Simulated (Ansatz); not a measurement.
## SrTiSe3 (built on the sites of a database entry of CaTiO3): a soft mode frozen in

Wanted: the energy along a soft mode of SrTiSe3 (built on the sites of a database entry of CaTiO3) and the structure at the end.

Method: DFT LDA, scalar-relativistic, plane waves, PAW, in Ansatz 0.2.0.

Most raw output is cut from this account.

The structure was built from a prototype and need not be the compound's stable phase.

## (1) The structure

It takes space group Pm-3m (No. 221, cubic). The conventional cell has a = 4.900 Å, b = 4.900 Å, c = 4.900 Å, α = 90.00°, β = 90.00°, γ = 90.00°. Nearest to Sr lie 12 Se at 3.46 Å. Nearest to Ti lie 6 Se at 2.45 Å. Nearest to Se lie 2 Ti at 2.45 Å and 4 Sr at 3.46 Å. Farther neighbours and most contacts between anions are not listed.

## (2) Phonons on a q mesh

The cell comes from relaxations at this level that are not shown. Stability and thermal properties need the whole zone. Linear response on a 2×2×2 q mesh gives force constants as far as a supercell of that size would.

Input file input.yaml:

```yaml
crystal:
  lattice:
    - [4.899528169, 0.0, 0.0]
    - [0.0, 4.899528169, 0.0]
    - [0.0, 0.0, 4.899528169]
  atoms:
    - { symbol: Sr, position: [0.0, 0.0, 0.0] }
    - { symbol: Ti, position: [0.5, 0.5, 0.5] }
    - { symbol: Se, position: [0.0, 0.5, 0.5] }
    - { symbol: Se, position: [0.5, 0.0, 0.5] }
    - { symbol: Se, position: [0.5, 0.5, 0.0] }
kpoints:
  mp_grid: { grid: [6, 6, 6] }
hamiltonian:
  xc: lda
scf:
  occupations: { method: methfessel_paxton, width: 0.15 }
output:
  eigenvalues: true
phonons:
  method: dfpt
  qmesh: [2, 2, 2]
  temperatures: { t_max: 1000, t_step: 50 }
  qpath:
    path:
      - [[0.0, 0.0, 0.0], [0.0, 0.5, 0.0], [0.5, 0.5, 0.0], [0.0, 0.0, 0.0], [0.5, 0.5, 0.5], [0.0, 0.5, 0.0]]
      - [[0.5, 0.5, 0.5], [0.5, 0.5, 0.0]]
    npoints: 10
```

Command:

```sh
ansatz run input.yaml --threads 8 --pin off --max-ram 14336MiB --backend cpu --events-out ev --progress --plain --runs-dir out
```

Run time: 97 s. Hardware: 8 threads of Arm Neoverse V2, shared host; peak memory 1.3 GiB; 12 min of CPU time.

This step gave:

| Property | Result |
| --- | --- |
| volume per atom | 23.52 Å³ |
| gap on the k-mesh | 0 eV |
| sum-rule residual before enforcement | 2.15e-4 eV/Å² |
| lowest frequency on the path | -81.53 cm⁻¹ |
| point group | m-3m |
| highest frequency on the path or at a solved wavevector | 288.7 cm⁻¹ |
| highest optical mode at the zone centre (no LO-TO term) | 268.8 cm⁻¹ |
| lowest optical zone-centre mode | -22.78 cm⁻¹ |
| lowest mode on the q mesh (acoustic modes at Γ apart) | -81.53 cm⁻¹ |

Frequencies (cm⁻¹) solved at each irreducible wavevector; negative means imaginary. Frequencies by wavevector, by row:

```
q in reciprocal lattice units  star  mode 1  mode 2  mode 3  mode 4  mode 13  mode 14  mode 15
                        0 0 0     1   -22.8   -22.8   -22.8       0    268.8    268.8    268.8
                     0 0 -0.5     3   -26.1   -26.1    -3.6    -3.6    251.2    264.6    264.6
                  0 -0.5 -0.5     3   -76.2   -50.5    12.8    12.8    246.5    260.4    266.4
               -0.5 -0.5 -0.5     1   -81.5   -81.5   -81.5    19.2      247      247    281.5
```

Interpolated from a 2×2×2 q mesh. The phonon branches at the labelled points (cm⁻¹):

```
    point  branch 1  branch 2  branch 3  branch 4  branch 12  branch 13  branch 14  branch 15
        Γ       -23       -23       -23         0         64        269        269        269
  halfway       -20       -20        10        10        165        267        267        270
        X       -26       -26        -4        -4        249        251        265        265
  halfway       -44       -38        10        18        228        248        263        274
        M       -76       -50        13        13        246        246        260        266
  halfway       -29       -24        13        32        168        255        265        278
        Γ       -23       -23       -23         0         64        269        269        269
  halfway       -34       -29       -29        16        172        251        251        286
        R       -82       -82       -82        19        247        247        247        282
  halfway       -52       -40       -32        10        216        247        247        286
        X       -26       -26        -4        -4        249        251        265        265
jump to R       -82       -82       -82        19        247        247        247        282
  halfway       -79       -49       -49        18        230        247        247        284
        M       -76       -50        13        13        246        246        260        266
```

Symmetry leaves 4 wavevectors to solve. The lowest mode among them, the acoustic zeros apart, lies at q = (-0.5, -0.5, -0.5) and is imaginary, 81.5i cm⁻¹, so the energy falls along it.

## (3) The mode frozen in, largest atomic shift 0 Å

The mode followed lies at q = (-0.5, -0.5, -0.5) with frequency 81.5i cm⁻¹ and is 3-fold degenerate, the softest among the wavevectors solved. At small amplitude the distorted cell has space group no. 167 by a symmetry search on the positions. The undistorted cell that holds it gives the zero of energy on the same k mesh.

System of this step: SrTiSe3 (built on the sites of a database entry of CaTiO3). The structure is cubic, space group Pm-3m (No. 221). The conventional cell has a = 4.900 Å, b = 4.900 Å, c = 4.900 Å, α = 90.00°, β = 90.00°, γ = 90.00°. Sr has 12 Se at 3.46 Å nearest. Ti has 6 Se at 2.45 Å nearest. Se has 2 Ti at 2.45 Å and 4 Sr at 3.46 Å nearest. Farther neighbours and most contacts between anions are not listed.

Input file input.yaml:

```yaml
crystal:
  lattice:
    - [4.899528169, 4.899528169, 0.0]
    - [4.899528169, 0.0, 4.899528169]
    - [4.899528169, 0.0, -4.899528169]
  atoms:
    - { symbol: Sr, position: [0.0, 0.0, 0.0] }
    - { symbol: Sr, position: [0.0, 0.5, 0.5] }
    - { symbol: Ti, position: [0.5, 0.25, 0.75] }
    - { symbol: Ti, position: [0.5, 0.75, 0.25] }
    - { symbol: Se, position: [0.5, 0.0, 0.5] }
    - { symbol: Se, position: [0.5, 0.5, 0.0] }
    - { symbol: Se, position: [0.0, 0.5, 0.0] }
    - { symbol: Se, position: [0.0, 0.0, 0.5] }
    - { symbol: Se, position: [0.5, 0.0, 0.0] }
    - { symbol: Se, position: [0.5, 0.5, 0.5] }
kpoints:
  mp_grid: { grid: [6, 6, 6] }
hamiltonian:
  xc: lda
scf:
  occupations: { method: methfessel_paxton, width: 0.15 }
output:
  forces: true
  stress: true
  eigenvalues: true
```

It took 2.5 s on 8 threads; peak memory 1.2 GiB.

Numbers from this step:

| Property | Result |
| --- | --- |
| pressure | 0.09015 GPa |
| energy from the undistorted cell | 0 meV/atom |

The run ends at a pressure of 0.09 GPa.

## (4) The mode frozen in, largest atomic shift 0.45 Å

The atoms are moved along the unstable eigenvector, the largest shift by 0.45 Å, with the cell fixed.

input.yaml, the sections that differ from step 3:

```yaml
crystal:
  lattice:
    - [4.899528169, 4.899528169, 0.0]
    - [4.899528169, 0.0, 4.899528169]
    - [4.899528169, 0.0, -4.899528169]
  atoms:
    - { symbol: Sr, position: [0.0, 0.0, 0.0] }
    - { symbol: Sr, position: [0.0, 0.5, 0.5] }
    - { symbol: Ti, position: [0.5, 0.25, 0.75] }
    - { symbol: Ti, position: [0.5, 0.75, 0.25] }
    - { symbol: Se, position: [0.4350553685, 0.0649446315, 0.5] }
    - { symbol: Se, position: [0.5649446315, 0.4350553685, 0.0] }
    - { symbol: Se, position: [0.0, 0.5649446315, 0.0] }
    - { symbol: Se, position: [0.0, -0.0649446315, 0.5] }
    - { symbol: Se, position: [0.4350553685, 0.0, 0.0] }
    - { symbol: Se, position: [0.5649446315, 0.5, 0.5] }
# kpoints, hamiltonian, scf, output: as in step 3
```

Run time: 4.8 s. Hardware: 8 threads; peak memory 1.3 GiB.

Numbers from this step:

- pressure: -0.5811 GPa
- energy from the undistorted cell: -70.00 meV/atom

The energy, extrapolated to zero smearing, is -70.00 meV/atom against the undistorted cell.

The run ends at a pressure of -0.58 GPa, with forces up to 0.13 eV/Å.

## (5) Energy along the mode, all amplitudes (two of the runs are shown above)

An imaginary frequency means negative curvature, so the energy should fall and then rise again as anharmonic terms take over.

This step gave:

| Property | Result |
| --- | --- |
| depth at the lowest point sampled | 70.00 meV/atom |
| largest atomic shift at that point | 0.45 Å |

Energy from the parent against largest atomic shift:

```
largest atomic shift (Å)  energy from the parent (meV/atom)
                   0.000                                  0
                   0.040                              -1.00
                   0.080                              -3.98
                   0.140                              -11.8
                   0.220                              -27.3
                   0.320                              -49.1
                   0.450                              -70.0
                   0.600                              -55.6
```

Displacement at unit largest shift by atom:

```
atom   x (Å)   y (Å)   z (Å)   size
 Sr1   0.000   0.000   0.000  0.000
 Sr2   0.000   0.000   0.000  0.000
 Ti3   0.000   0.000   0.000  0.000
 Ti4   0.000   0.000   0.000  0.000
 Se5   0.000  -0.707   0.707  1.000
 Se6   0.000   0.707  -0.707  1.000
 Se7   0.707   0.000   0.707  1.000
 Se8  -0.707   0.000  -0.707  1.000
 Se9  -0.707  -0.707   0.000  1.000
Se10   0.707   0.707   0.000  1.000
```

The lowest of the steps tried is at 0.45 Å, 70.0 meV/atom below the parent; the bottom of the well need not coincide with a step.

## (6) Relaxing from the distorted cell

Starting from the lowest point found, all atoms and the cell are let go, so that strain and other modes of the same symmetry can join in.

input.yaml: that of step 4 with these lines changed.

```diff
@@ -26 +26,10 @@
   eigenvalues: true
+  write_density: true
+  write_potential: true
+  elf: true
+  volumetric_format: npy
+relax:
+  adjacent_minimum: "off"
+  f_tol: 0.002
+  max_steps: 120
+  cell: { stress_tol: 0.03 }
```

Wall time 29 s (8 threads); peak memory 1.4 GiB.

The steps of the relaxation:

```
step  energy less that of the first step (eV)  largest force component (eV/Å)  pressure (GPa)  volume (Å³)
   1                                   0.0000                          0.0948           -0.58       235.23
   2                                  -0.1350                          0.0226           -0.07       231.35
   3                                  -0.1363                          0.0091            0.04       230.80
   4                                  -0.1364                          0.0002           -0.01       230.98
  5*                                  -0.1360                          0.0002           -0.01       230.98
```

Relaxation steps marked * repeat the geometry before them on a plane-wave basis chosen anew for their cell, so energy and pressure can jump there.

The run keeps the 12 symmetry operations that it works with, so distortions that break them were not tested.

```
conventional cell, symmetrised  before   after  change
                         a (Å)   6.929   7.043  +1.6 %
                         b (Å)   6.929   7.043  +1.6 %
                         c (Å)  16.972  16.130  -5.0 %
              volume (Å³/atom)   23.52   23.10  -1.8 %
```

The atoms that moved most (Å, as changes of fractional coordinates times the final cell):

```
atom      dx      dy      dz  length
 Se6   0.000   0.058  -0.058   0.082
Se10   0.058   0.058   0.000   0.082
 Se9  -0.058  -0.058   0.000   0.082
 Se5   0.000  -0.058   0.058   0.082
 Se7   0.058   0.000   0.058   0.082
 Se8  -0.058   0.000  -0.058   0.082
```

Final coordinates:

```cif
data_structure
_symmetry_space_group_name_H-M 'P 1'
_symmetry_Int_Tables_number 1
_cell_length_a 7.0431
_cell_length_b 7.0431
_cell_length_c 6.7413
_cell_angle_alpha 90.000
_cell_angle_beta 58.508
_cell_angle_gamma 60.000
_cell_volume 230.98
loop_
_atom_site_label
_atom_site_type_symbol
_atom_site_fract_x
_atom_site_fract_y
_atom_site_fract_z
_atom_site_occupancy
Sr1 Sr 0.00000 0.00000 0.00000 1
Sr2 Sr 0.00000 0.50000 0.50000 1
Ti3 Ti 0.50000 0.25000 0.75000 1
Ti4 Ti 0.50000 0.75000 0.25000 1
Se5 Se 0.42339 0.07661 0.50000 1
Se6 Se 0.57661 0.42339 0.00000 1
Se7 Se 0.00000 0.57661 0.00000 1
Se8 Se 0.00000 0.92339 0.50000 1
Se9 Se 0.42339 0.00000 0.00000 1
Se10 Se 0.57661 0.50000 0.50000 1
```

Numbers from this step:

```yaml
pressure: -0.008227 GPa
volume_per_atom: 23.10 Å³
```

Valence density in the ac plane of the conventional cell at fractional y = 0.000, with atoms of Sr and Ti and Se within 0.2 Å of it. It is the smooth field of the valence electrons, not physical close to the nuclei.

Ten steps, logarithmic in the rise over the least value, from '_' (0 e/Å³) to '@' (22 e/Å³), each cell a mean:
```
##**--..::::::....________________..==**
......::--++++--::..______________......
____..::--====--::..____________________
________........________________________
--::..____________..::----::..______::--
++++--..________..--##@@@@++::....::==++
++++--..________..--**%%%%==::....::==++
::..______________....::::..________..::
______....::::....______________________
____..::--++++--::..____________________
--::..::--====--::..______________....::
##**--..........__________________::++##
##++::..________________..::::::..::==**
......________________..--==++==--::....
______________________..::====--::..____
________________________..........______
--::..______..::----::..____________::--
++++--....::--##@@%%++::..________::==++
++==--......--**%%##==::__________::==++
::..________....::::....____________..::
________________________..::::::..______
______________________..--==++==::..____
--::....______________..::======::::..::
##**--..________________..........::++##
```
Columns run along a (7.0 Å), rows up along c (16.1 Å), edges of the conventional cell, whose origin can differ from the input's. Atoms in or near the plane, at fractional coordinates: Sr at (0.00, 0.75), Sr at (0.00, 0.25), Ti at (0.00, 0.50), Ti at (0.00, 0.00), Se at (0.58, 0.75), Se at (0.42, 0.25).

Electrostatic potential energy in the ac plane of the conventional cell at fractional y = 0.000, with atoms of Sr and Ti and Se within 0.2 Å of it. With pseudopotentials it is smooth inside the atoms' cores, unlike the true potential.

Ten even steps from '_' (-38 eV) to '@' (14 eV), each cell a mean:
```
..--**%%%%%%%%%%@@@@@@@@@@@@@@@@@@##==::
##%%%%##++++++++%%@@@@@@@@@@@@@@@@@@%%##
@@@@@@%%**++++**%%@@@@@@@@@@@@@@@@@@@@@@
@@@@@@@@@@@@@@@@@@@@@@@@@@@@@@@@@@@@@@@@
==**%%@@@@@@@@@@@@@@##**##%%@@@@@@%%##++
____==##@@@@@@@@@@****####++##@@%%**..__
____++%%@@@@@@@@@@**++****++##@@%%##::__
####%%@@@@@@@@@@@@@@%%%%%%@@@@@@@@@@%%##
@@@@@@@@%%%%%%%%@@@@@@@@@@@@@@@@@@@@@@@@
@@@@@@%%++++++++%%@@@@@@@@@@@@@@@@@@@@@@
**##%%%%**++++**%%@@@@@@@@@@@@@@@@@@##**
..::++%%@@%%@@@@@@@@@@@@@@@@@@@@@@##--..
..--**%%@@@@@@@@@@@@@@@@@@%%##%%%%##==::
##%%@@@@@@@@@@@@@@@@@@@@**++++++**%%%%##
@@@@@@@@@@@@@@@@@@@@@@@@##++++++##@@@@@@
@@@@@@@@@@@@@@@@@@@@@@@@@@@@%%@@@@@@@@@@
==**%%@@@@@@%%##**##%%@@@@@@@@@@@@%%##++
____==%%@@%%****####++##@@@@@@@@%%**..__
____++%%@@%%**++****++%%@@@@@@@@%%##::__
####%%@@@@@@@@%%%%%%@@@@@@@@@@@@@@%%%%##
@@@@@@@@@@@@@@@@@@@@@@@@@@%%%%%%@@@@@@@@
@@@@@@@@@@@@@@@@@@@@@@@@**++++++**@@@@@@
**##%%@@@@@@@@@@@@@@@@@@##++++++##%%##**
..::++%%@@@@@@@@@@@@@@@@@@@@%%@@%%##--..
```
Columns run along a (7.0 Å; values clipped at the 3rd and 97th percentile), rows up along c (16.1 Å), edges of the conventional cell, whose origin can differ from the input's. Atoms in or near the plane, at fractional coordinates: Sr at (0.00, 0.75), Sr at (0.00, 0.25), Ti at (0.00, 0.50), Ti at (0.00, 0.00), Se at (0.58, 0.75), Se at (0.42, 0.25).

ELF in the ac plane of the conventional cell at fractional y = 0.000, with atoms of Sr and Ti and Se within 0.2 Å of it. It is the smooth field of the valence electrons, not physical close to the nuclei.

Values, 13 rows by 16 columns, each cell a mean:
```
0.32 0.35 0.43 0.65 0.69 0.73 0.72 0.52 0.16 0.06 0.11 0.22 0.29 0.22 0.24 0.33
0.10 0.27 0.60 0.75 0.75 0.74 0.65 0.43 0.18 0.13 0.13 0.18 0.23 0.23 0.16 0.10
0.57 0.52 0.28 0.15 0.19 0.19 0.34 0.57 0.66 0.64 0.66 0.58 0.29 0.12 0.41 0.57
0.54 0.75 0.48 0.08 0.05 0.16 0.50 0.73 0.62 0.47 0.68 0.76 0.43 0.22 0.66 0.63
0.16 0.19 0.38 0.58 0.63 0.56 0.43 0.32 0.32 0.34 0.28 0.19 0.14 0.12 0.11 0.15
0.21 0.30 0.60 0.75 0.73 0.77 0.79 0.62 0.20 0.05 0.10 0.25 0.35 0.31 0.21 0.20
0.41 0.48 0.18 0.30 0.37 0.35 0.30 0.18 0.18 0.35 0.44 0.45 0.42 0.24 0.36 0.49
0.15 0.18 0.28 0.36 0.30 0.16 0.06 0.11 0.47 0.75 0.80 0.74 0.76 0.72 0.43 0.18
0.24 0.17 0.09 0.11 0.20 0.33 0.42 0.42 0.35 0.34 0.43 0.53 0.53 0.38 0.23 0.23
0.51 0.76 0.43 0.27 0.73 0.76 0.48 0.49 0.74 0.66 0.30 0.06 0.03 0.33 0.77 0.63
0.51 0.41 0.15 0.14 0.41 0.58 0.63 0.63 0.55 0.37 0.24 0.27 0.26 0.21 0.36 0.49
0.10 0.15 0.24 0.29 0.24 0.14 0.09 0.12 0.37 0.65 0.76 0.75 0.76 0.72 0.44 0.15
0.33 0.34 0.18 0.26 0.25 0.17 0.10 0.09 0.32 0.60 0.68 0.66 0.62 0.44 0.35 0.37
```
Columns run along a (7.0 Å), rows up along c (16.1 Å), edges of the conventional cell, whose origin can differ from the input's. Atoms in or near the plane, at fractional coordinates: Sr at (0.00, 0.75), Sr at (0.00, 0.25), Ti at (0.00, 0.50), Ti at (0.00, 0.00), Se at (0.58, 0.75), Se at (0.42, 0.25).

The distorted start has space group R-3c; the relaxation ends in R-3c.

## (7) Summary of results

```yaml
unstable_mode_of_the_parent: q = (-0.5, -0.5, -0.5), 82i cm⁻¹
depth_at_the_lowest_point_sampled: 70.0 meV/atom
largest_atomic_shift_at_that_point: 0.45 Å
space_group_reached_within_0p01_a: R-3c
energy_gained_over_the_parent_first_relaxation_on_the_mesh_of_the_frozen_mode: 83.5 meV/atom
volume_per_atom_phase_reached: 23.1 Å³
```

**Reading.** Along this mode the structure falls into R-3c, 83.5 meV/atom below the parent. At the parent's cell the well is 70.00 meV/atom deep on the steps tried, with its lowest point at a shift of 0.45 Å. Relaxing atoms and cell changes the gain by +13.46 meV/atom against the lowest step (energies at zero smearing). The modes of the phase reached were not computed on this path. Of the 4 patterns followed to their end from this parent, this one ends 21.0 meV/atom above the lowest, I4/mcm. Each path keeps the symmetry of its pattern, so a lower phase may lie along a pattern not tried. With no gap, or one that is small against the smearing, the frequencies hang on the k mesh and the smearing, most of all near Kohn anomalies. A phonon run warned that its eigensolver left some bands unconverged in a pass. The starting cell was built on a prototype and not taken from a measurement, so the phase need not exist.

[Logs are printed without paths, hosts, clocks, repeated set-up lines and the standing remarks that a program may print on its own settings, such as how far it seeks lower states.]

[Hosts, paths, dates, database ids (printed as entryN), source tags and the programs' standing remarks are cut or masked in the printed files.]
